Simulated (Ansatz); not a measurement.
# Decaying states in the gap of TlBiCl4

Aim: relax a made-up compound, TlBiCl4, and see how good a tunnel barrier it would be. It is built by putting Cl for F in the TlBiF4 structure of space group P4/mmm, with the volume rescaled by atomic radii. The parent structure comes from the Materials Project.

Program: Ansatz 0.2.0. Level of theory: PBE DFT, plane waves, PAW files, in the first sound run; inputs show where later runs differ. Results are calculated unless marked as measured.

The structure was built from a prototype and need not be the compound's stable phase.

## (1) The structure

Symmetry: P4/mmm, No. 123, tetragonal system. The conventional cell has a = 4.621 Å, b = 4.621 Å, c = 7.686 Å, α = 90.00°, β = 90.00°, γ = 90.00°. Nearest to Tl lie 8 Cl at 3.28 Å. Nearest to Bi lie 8 Cl at 2.76 Å. Nearest to Cl lie 2 Bi at 2.76 Å. It derives from TlBiF4. Cl for F in the TlBiF4 structure of space group P4/mmm. Farther neighbours and most contacts between anions are not listed.

## (2) Cell and atoms at rest

The substituted atoms don't fit the parent's cell, so cell and atoms relax together. A small smearing keeps the run stable in case the gap closes on the way.

Contents of input.yaml:

```yaml
crystal:
  lattice:
    - [4.6207055412, 0.0, 0.0]
    - [0.0, 4.6207055412, 0.0]
    - [0.0, 0.0, 7.685782428]
  atoms:
    - { symbol: Tl, position: [0.0, 0.0, 0.0] }
    - { symbol: Bi, position: [0.5, 0.5, 0.5] }
    - { symbol: Cl, position: [0.5, 0.0, 0.69755014] }
    - { symbol: Cl, position: [0.0, 0.5, 0.30244986] }
    - { symbol: Cl, position: [0.5, 0.0, 0.30244986] }
    - { symbol: Cl, position: [0.0, 0.5, 0.69755014] }
kpoints:
  mp_grid: { grid: [6, 6, 4] }
scf:
  occupations: { method: gaussian, width: 0.03 }
hamiltonian:
  xc: pbe
output:
  forces: true
  stress: true
relax:
  f_tol: 0.02
  max_steps: 60
  cell: {}
```

The run is started by

```
> ansatz run input.yaml --threads 2 --pin off --max-ram 4096MiB --backend cpu --events-out ev --progress --plain --runs-dir out
```

Numbers of over 12 decimals in the logs are rounded to 6 here.

The log of the run:

```text
Engine: ansatz 0.2.0, aarch64-unknown-linux-gnu
Pseudopotentials: kind: paw
Pseudopotential: Tl, paw, valence charge 13, recommended cutoff 420 eV (normal), Tl.paw.azcp
Pseudopotential: Bi, paw, valence charge 15, recommended cutoff 420 eV (normal), Bi.paw.azcp
Pseudopotential: Cl, paw, valence charge 7, recommended cutoff 420 eV (normal), Cl.paw.azcp
Functional definition: PBE
  parameter kappa = 0.804
  parameter beta = 0.066725
  exchange = pbe_x(kappa = kappa, mu = beta*pi^2/3)
  correlation = pbe_c(beta = beta)
Crystal: 6 atoms, lattice volume = 164.099 Å³
Basis set: ecut = 420 eV, 3209 PW (Γ), exchange–correlation on 64×64×108 points (8 copies of the dense FFT grid, shifted against one another)
Bands: 34, of which v1, the nominal top of the filled ones, is band 28 counted from 1 (27 counted from 0)
Symmetry: 16 space group operations
Space group: P4/mmm (ITA 123), of the structure as read, at distance tolerance 5.5e-5 Å
k-points: 30 of 144
Non-local potential: Tl, projectors of the file, l = 0: 2, l = 1: 2, l = 2: 2, l = 3: 1
Non-local potential: Bi, projectors of the file, l = 0: 2, l = 1: 2, l = 2: 2, l = 3: 2
Non-local potential: Cl, projectors of the file, l = 0: 2, l = 1: 2, l = 2: 2
PAW form: soft (Blöchl's): semilocal exchange-correlation on the pseudo side does not see the compensation charge
PAW one-centre angular grid: Tl, 590 points (default); XC on 64 Gauss nodes
PAW one-centre angular grid: Bi, 590 points (default); XC on 64 Gauss nodes
PAW one-centre angular grid: Cl, 110 points (default); XC on 64 Gauss nodes
Initial density: superposition of atomic densities (neutral atoms: chi_scale 0, normalization atom), corrected by the library's trained network
Initial wavefunctions: pseudopotential atomic-orbital guess
Functional: x = pbe(κ = 0.804, μ = 0.219515), c = pbe(β = 0.066725)
SCF iter   1: F=—  HF=-28163.830608 eV  |F-HF|=—  |Δ(HF+E_count)|=         —  Δρ=1.13e-3  dr2=4.19e-3  ethr=1.77e-3  ⟨swp⟩=8.6  Hψ=4971  notcnv=0  defer=2
preconditioner: auto → Resta (q_TF=auto, 2.281 Å⁻¹)  ε∞=3.5  [insulator: Δε(μ)=1.832 eV  Ē_g=13.700 eV  σ=0.030 eV  W_gap=1.00  n_scr=36 (ndim 8)  ℏωp=21.7 eV  f_vac=0.110  D(μ)=0.00/eV (n_scr^D=0)  ε∞_Penn≈3.5]
SCF iter   2: F=—  HF=-28163.829061 eV  |F-HF|=—  |Δ(HF+E_count)|=   1.55e-3  Δρ=5.97e-4  dr2=9.29e-4  ethr=7.49e-6  ⟨swp⟩=2.1  Hψ=2182  notcnv=0  defer=22
SCF iter   3: F=—  HF=-28163.829370 eV  |F-HF|=—  |Δ(HF+E_count)|=   3.08e-4  Δρ=1.89e-4  dr2=8.21e-5  ethr=1.66e-6  ⟨swp⟩=2.3  Hψ=1592  notcnv=0  defer=22
SCF iter   4: F=—  HF=-28163.829420 eV  |F-HF|=—  |Δ(HF+E_count)|=   5.05e-5  Δρ=5.86e-5  dr2=9.13e-6  ethr=1.47e-7  ⟨swp⟩=2.1  Hψ=1714  notcnv=0  defer=22
SCF iter   5: F=—  HF=-28163.829436 eV  |F-HF|=—  |Δ(HF+E_count)|=   1.55e-5  Δρ=1.72e-5  dr2=1.01e-6  ethr=1.63e-8  ⟨swp⟩=2.0  Hψ=1601  notcnv=0  defer=22
SCF iter   6: F=—  HF=-28163.829437 eV  |F-HF|=—  |Δ(HF+E_count)|=   1.28e-6  Δρ=6.61e-6  dr2=1.24e-7  ethr=1.81e-9  ⟨swp⟩=2.0  Hψ=1544  notcnv=0  defer=22
SCF iter   7: F=-28163.829437 eV  HF=-28163.829437 eV  |F-HF|=4.65e-9  |Δ(HF+E_count)|=   5.19e-8  Δρ=1.55e-6  dr2=7.21e-9  ethr=1.79e-10  ⟨swp⟩=4.1  Hψ=3512  notcnv=0
SCF 1 converged in 7 iterations: F = -28163.829437 eV  dr2 = 7.21e-9
  greatest PAW one-centre occupation: 0.991 electrons in one spin orbital (limit 2), on the Bi atom at site 1 (counted from 0), in its partial waves of l = 2
relax step   1: F+E_penalty+E_count = -28163.82943700 eV  Δ(F+E_penalty+E_count) = +0.000e0 eV  max|allowed force component| = 1.022e0 eV/Å  Δτ_max = 0.0000 Å  P = +6.371 GPa  Ω = 164.099 Å³  (7 SCF iters, dr2 threshold 1.00e-7 eV, accepted)
Crystal: 6 atoms, lattice volume = 185.265 Å³
Basis set: ecut = 420 eV, 3647 PW (Γ), exchange–correlation on 64×64×108 points (8 copies of the dense FFT grid, shifted against one another)
Initial density: handed on by an earlier stage of this run
Initial wavefunctions: those handed on with the density
iter 1 solved again at ethr=2.67e-4 eV; its pass at ethr=3.10e-3 eV (dr2=1.50e-1 eV) is discarded
SCF iter   1: F=—  HF=-28164.273081 eV  |F-HF|=—  |Δ(HF+E_count)|=         —  Δρ=6.74e-3  dr2=1.49e-1  ethr=2.67e-4  ⟨swp⟩=1.0  Hψ=6424  notcnv=0
preconditioner: auto → Resta (q_TF=auto, 2.235 Å⁻¹)  ε∞=4.4  [insulator: Δε(μ)=1.572 eV  Ē_g=10.108 eV  σ=0.030 eV  W_gap=1.00  n_scr=36 (ndim 8)  ℏωp=18.5 eV  f_vac=0.135  D(μ)=0.00/eV (n_scr^D=0)  ε∞_Penn≈4.4]
SCF iter   2: F=—  HF=-28164.236896 eV  |F-HF|=—  |Δ(HF+E_count)|=   3.62e-2  Δρ=3.55e-3  dr2=3.98e-2  ethr=2.67e-4  ⟨swp⟩=2.8  Hψ=1708  notcnv=0
SCF iter   3: F=—  HF=-28164.226153 eV  |F-HF|=—  |Δ(HF+E_count)|=   1.07e-2  Δρ=7.40e-4  dr2=2.63e-3  ethr=7.11e-5  ⟨swp⟩=2.7  Hψ=1805  notcnv=0
SCF iter   4: F=—  HF=-28164.225954 eV  |F-HF|=—  |Δ(HF+E_count)|=   1.98e-4  Δρ=2.00e-4  dr2=1.35e-4  ethr=4.70e-6  ⟨swp⟩=2.0  Hψ=1690  notcnv=0
SCF iter   5: F=—  HF=-28164.226149 eV  |F-HF|=—  |Δ(HF+E_count)|=   1.95e-4  Δρ=4.76e-5  dr2=7.66e-6  ethr=2.40e-7  ⟨swp⟩=2.0  Hψ=1414  notcnv=0
SCF iter   6: F=—  HF=-28164.226162 eV  |F-HF|=—  |Δ(HF+E_count)|=   1.29e-5  Δρ=1.84e-5  dr2=1.20e-6  ethr=1.37e-8  ⟨swp⟩=2.0  Hψ=1817  notcnv=0
SCF iter   7: F=-28164.226163 eV  HF=-28164.226163 eV  |F-HF|=1.09e-7  |Δ(HF+E_count)|=   1.25e-6  Δρ=5.85e-6  dr2=1.06e-7  ethr=1.07e-9  ⟨swp⟩=4.0  Hψ=3514  notcnv=0
SCF 2 converged in 7 iterations: F = -28164.226163 eV  dr2 = 1.06e-7
  greatest PAW one-centre occupation: 0.990 electrons in one spin orbital (limit 2), on the Bi atom at site 1 (counted from 0), in its partial waves of l = 2
relax step   2: F+E_penalty+E_count = -28164.22616311 eV  Δ(F+E_penalty+E_count) = -3.967e-1 eV  max|allowed force component| = 4.665e-1 eV/Å  Δτ_max = 0.1715 Å  P = -1.292 GPa  Ω = 185.265 Å³  energy of the carried Pulay correction = -2.357e-3 eV  (7 SCF iters, dr2 threshold 6.00e-7 eV, accepted)
Crystal: 6 atoms, lattice volume = 182.931 Å³
Basis set: ecut = 420 eV, 3591 PW (Γ), exchange–correlation on 64×64×108 points (8 copies of the dense FFT grid, shifted against one another)
iter 1 solved again at ethr=1.48e-5 eV; its pass at ethr=3.10e-3 eV (dr2=8.30e-3 eV) is discarded
SCF iter   1: F=—  HF=-28164.319817 eV  |F-HF|=—  |Δ(HF+E_count)|=         —  Δρ=2.19e-3  dr2=8.34e-3  ethr=1.48e-5  ⟨swp⟩=2.0  Hψ=5413  notcnv=0
preconditioner: auto → Resta (q_TF=auto, 2.240 Å⁻¹)  ε∞=4.3  [insulator: Δε(μ)=1.629 eV  Ē_g=10.205 eV  σ=0.030 eV  W_gap=1.00  n_scr=36 (ndim 8)  ℏωp=18.6 eV  f_vac=0.125  D(μ)=0.00/eV (n_scr^D=0)  ε∞_Penn≈4.3]
SCF iter   2: F=—  HF=-28164.317999 eV  |F-HF|=—  |Δ(HF+E_count)|=   1.82e-3  Δρ=1.09e-3  dr2=1.72e-3  ethr=1.48e-5  ⟨swp⟩=2.1  Hψ=1329  notcnv=0
SCF iter   3: F=—  HF=-28164.317681 eV  |F-HF|=—  |Δ(HF+E_count)|=   3.17e-4  Δρ=1.98e-4  dr2=8.77e-5  ethr=3.07e-6  ⟨swp⟩=2.0  Hψ=1551  notcnv=0
SCF iter   4: F=—  HF=-28164.317784 eV  |F-HF|=—  |Δ(HF+E_count)|=   1.03e-4  Δρ=4.31e-5  dr2=6.78e-6  ethr=1.57e-7  ⟨swp⟩=2.8  Hψ=1953  notcnv=0
SCF iter   5: F=—  HF=-28164.317789 eV  |F-HF|=—  |Δ(HF+E_count)|=   4.91e-6  Δρ=1.58e-5  dr2=7.73e-7  ethr=1.21e-8  ⟨swp⟩=2.0  Hψ=1828  notcnv=0
SCF iter   6: F=-28164.317790 eV  HF=-28164.317790 eV  |F-HF|=9.23e-8  |Δ(HF+E_count)|=   3.66e-7  Δρ=4.88e-6  dr2=6.47e-8  ethr=1.07e-9  ⟨swp⟩=4.5  Hψ=3547  notcnv=0
SCF 3 converged in 6 iterations: F = -28164.317790 eV  dr2 = 6.47e-8
relax step   3: F+E_penalty+E_count = -28164.31778981 eV  Δ(F+E_penalty+E_count) = -9.163e-2 eV  max|allowed force component| = 9.655e-2 eV/Å  Δτ_max = 0.0601 Å  P = -0.382 GPa  Ω = 182.931 Å³  energy of the carried Pulay correction = -2.111e-3 eV  (6 SCF iters, dr2 threshold 6.00e-7 eV, accepted)
[...]
relax step   4: F+E_penalty+E_count = -28164.32204346 eV  Δ(F+E_penalty+E_count) = -4.254e-3 eV  max|allowed force component| = 1.249e-2 eV/Å  Δτ_max = 0.0149 Å  P = +0.012 GPa  Ω = 181.668 Å³  energy of the carried Pulay correction = -1.976e-3 eV  (5 SCF iters, dr2 threshold 6.00e-7 eV, accepted)
[...]
relax step   5: F+E_penalty+E_count = -28164.32210799 eV  Δ(F+E_penalty+E_count) = -6.453e-5 eV  max|allowed force component| = 7.580e-5 eV/Å  Δτ_max = 0.0019 Å  P = -0.001 GPa  Ω = 181.635 Å³  energy of the carried Pulay correction = -1.973e-3 eV  (5 SCF iters, dr2 threshold 7.26e-9 eV, accepted)
Basis set: ecut = 420 eV, 3533 PW (Γ), exchange–correlation on 72×72×108 points (8 copies of the dense FFT grid, shifted against one another)
Initial wavefunctions: pseudopotential atomic-orbital guess (no wavefunctions were taken with the density)
iter 1 solved again at ethr=1.70e-7 eV; its pass at ethr=3.10e-3 eV (dr2=9.51e-5 eV) is discarded
SCF iter   1: F=—  HF=-28164.318727 eV  |F-HF|=—  |Δ(HF+E_count)|=         —  Δρ=3.25e-4  dr2=7.43e-6  ethr=1.70e-7  ⟨swp⟩=3.6  Hψ=7654  notcnv=0
preconditioner: auto → Resta (q_TF=auto, 2.242 Å⁻¹)  ε∞=4.3  [insulator: Δε(μ)=1.632 eV  Ē_g=10.250 eV  σ=0.030 eV  W_gap=1.00  n_scr=36 (ndim 8)  ℏωp=18.7 eV  f_vac=0.127  D(μ)=0.00/eV (n_scr^D=0)  ε∞_Penn≈4.3]
SCF iter   2: F=—  HF=-28164.322194 eV  |F-HF|=—  |Δ(HF+E_count)|=   3.47e-3  Δρ=1.64e-4  dr2=1.66e-6  ethr=1.33e-8  ⟨swp⟩=3.0  Hψ=2021  notcnv=0
SCF iter   3: F=—  HF=-28164.323867 eV  |F-HF|=—  |Δ(HF+E_count)|=   1.67e-3  Δρ=1.58e-5  dr2=3.35e-8  ethr=2.96e-9  ⟨swp⟩=3.0  Hψ=1830  notcnv=0
SCF iter   4: F=—  HF=-28164.323881 eV  |F-HF|=—  |Δ(HF+E_count)|=   1.46e-5  Δρ=9.67e-7  dr2=3.03e-9  ethr=5.98e-11  ⟨swp⟩=2.0  Hψ=1743  notcnv=0
SCF iter   5: F=—  HF=-28164.323881 eV  |F-HF|=—  |Δ(HF+E_count)|=   1.32e-8  Δρ=3.32e-7  dr2=5.27e-10  ethr=5.41e-12  ⟨swp⟩=2.0  Hψ=1526  notcnv=0
SCF iter   6: F=-28164.323881 eV  HF=-28164.323881 eV  |F-HF|=4.00e-11  |Δ(HF+E_count)|=   1.38e-9  Δρ=1.02e-7  dr2=4.02e-11  ethr=1.00e-12  ⟨swp⟩=3.2  Hψ=4411  notcnv=0
SCF 6 converged in 6 iterations: F = -28164.323881 eV  dr2 = 4.02e-11
relax step   6: F+E_penalty+E_count = -28164.32388129 eV  Δ(F+E_penalty+E_count) = -1.773e-3 eV  max|allowed force component| = 2.463e-4 eV/Å  Δτ_max = 0.0000 Å  P = -0.004 GPa  Ω = 181.635 Å³  stress off target by 4.63e-3 GPa  SCF on the basis re-selected at this cell (its energy is not comparable with the rows above)  (6 SCF iters)
basis re-selected at this cell: Δ(F+E_penalty+E_count) = -1.773e-3 eV, ΔP = -0.003 GPa vs the last step (what re-selecting the basis moved, of the pressure what is left beyond the Pulay correction that the steps carried, after the strain that the cell walked since its last selection, with what the two solves' SCF thresholds leave and, on support functions, any second-order correction that the steps lacked; it is no measure of the basis error at this ecutwfc). The dense FFT grid was sized anew with the basis: this SCF ran on 36×36×54 points, the steps before it on 32×32×54, so part of this shift can come from that change (see relax.cell in the input reference). [rest of the remark cut]
SCF converged after 6 iterations
Free energy (F): -28164.323881 eV
Harris-Foulkes:  -28164.323881 eV  (|F-HF|=4.00e-11)
Internal energy: -28164.323881 eV  (E = F + TS)
E sigma→0 (E₀):  -28164.323881 eV
Fermi energy:    4.242385 eV
--- Per-component energies (eV) ---
  E_band       = -305.412474
  E_kinetic    = 1273.042431
  E_local      = -4071.751033  (includes V_loc(G=0)·N_el)
  E_nonlocal   = 995.439291
  E_hartree    = 1406.684028
  E_xc         = -810.837268
  E_vxc        = -773.868443  (∫ρ·V_xc dr)
  E_paw        = -23460.879826  (= ΣΔE_a)
  E_vpaw       = -541.642565  (= ΣTr[D̂ρ^β])
  E_aug_tail   = -0.000033  (compensation charges beyond the density's cutoff)
  E_ewald      = -3496.021471
  E_smearing   = -0.000000  (= −TS)
  E_closure    = -0.000000  (closes the sum)
  Σ components = -28164.323881   (vs F -28164.323881, Δ=0.00e0)
--- Forces (eV/Å), atoms counted from 1 ---
  atom   1  Tl     0.00000000     0.00000000     0.00000000
  atom   2  Bi     0.00000000     0.00000000     0.00000000
  atom   3  Cl     0.00000000     0.00000000    -0.00024632
  atom   4  Cl     0.00000000     0.00000000     0.00024632
  atom   5  Cl     0.00000000     0.00000000     0.00024632
  atom   6  Cl     0.00000000     0.00000000    -0.00024632
  max |Σ_I F_I| component: 5.55e-17 eV/Å
--- Stress (GPa, compression-positive) ---
       -0.004635       0.000000       0.000000
        0.000000      -0.004635       0.000000
        0.000000       0.000000      -0.002792
  P = ⅓ Tr σ = -0.0040 GPa (-0.040 kbar)
--- Relaxed structure (5 steps of the walk, 5 accepted, 1 SCFs on fresh bases) ---
  F+E_penalty+E_count = -28164.32388129 eV   max|allowed force component| = 2.463e-4 eV/Å   (the final SCF, on the basis selected at the relaxed cell)
  cell:  # Å, volume = 181.6351 Å³
    - [4.835284, 0, 0.0]
    - [0, 4.835284, 0.0]
    - [0.0, 0.0, 7.768834]
  atoms:
    - { symbol: Tl, position: [0, 0, -4.514110286695217e-19] }
    - { symbol: Bi, position: [0.5, 0.5, 0.5] }
    - { symbol: Cl, position: [0.5, 0, 0.710350] }
    - { symbol: Cl, position: [0, 0.5, 0.289650] }
    - { symbol: Cl, position: [0.5, 0, 0.289650] }
    - { symbol: Cl, position: [0, 0.5, 0.710350] }
```

The job ended after 23 s (2 threads of Arm Neoverse V2, shared host; peak memory 0.52 GiB; 46 s of CPU time).

Step by step:

| step | energy less that of the first step (eV) | largest force component (eV/Å) | pressure (GPa) | volume (Å³) |
| --- | --- | --- | --- | --- |
| 1 | 0.0000 | 1.0222 | 6.37 | 164.10 |
| 2 | -0.3967 | 0.4665 | -1.29 | 185.26 |
| 3 | -0.4884 | 0.0965 | -0.38 | 182.93 |
| 4 | -0.4926 | 0.0125 | 0.01 | 181.67 |
| 5 | -0.4927 | 0.0001 | 0.00 | 181.64 |
| 6* | -0.4944 | 0.0002 | 0.00 | 181.64 |

Relaxation steps marked * repeat the geometry before them on a plane-wave basis chosen anew for their cell, so energy and pressure can jump there.

Forces are held to the 16 operations that the run works with; a distortion that breaks them can't arise in this run.

| conventional cell, symmetrised | before | after | change |
| --- | --- | --- | --- |
| a (Å) | 4.621 | 4.835 | +4.6 % |
| b (Å) | 4.621 | 4.835 | +4.6 % |
| c (Å) | 7.686 | 7.769 | +1.1 % |
| volume (Å³/atom) | 27.35 | 30.27 | +10.7 % |

The atoms that moved most (Å, as changes of fractional coordinates times the final cell):

| atom | dx | dy | dz | length |
| --- | --- | --- | --- | --- |
| Cl4 | 0.000 | 0.000 | -0.099 | 0.099 |
| Cl3 | 0.000 | 0.000 | 0.099 | 0.099 |
| Cl6 | 0.000 | 0.000 | 0.099 | 0.099 |
| Cl5 | 0.000 | 0.000 | -0.099 | 0.099 |

This step gave:

```yaml
free_energy: -28164.3239 eV
fermi_energy: 4.242 eV
pressure: -0.004020 GPa
```

The largest force component on a free atom ends at 2.5e-4 eV/Å.

(Part 1 of 2 ends here.)

[Logs are printed without paths, hosts, clocks, repeated set-up lines and the standing remarks that a program may print on its own settings, such as how far it seeks lower states.]

[Hosts, paths, dates, database ids (printed as entryN), source tags and the programs' standing remarks are cut or masked in the printed files.]
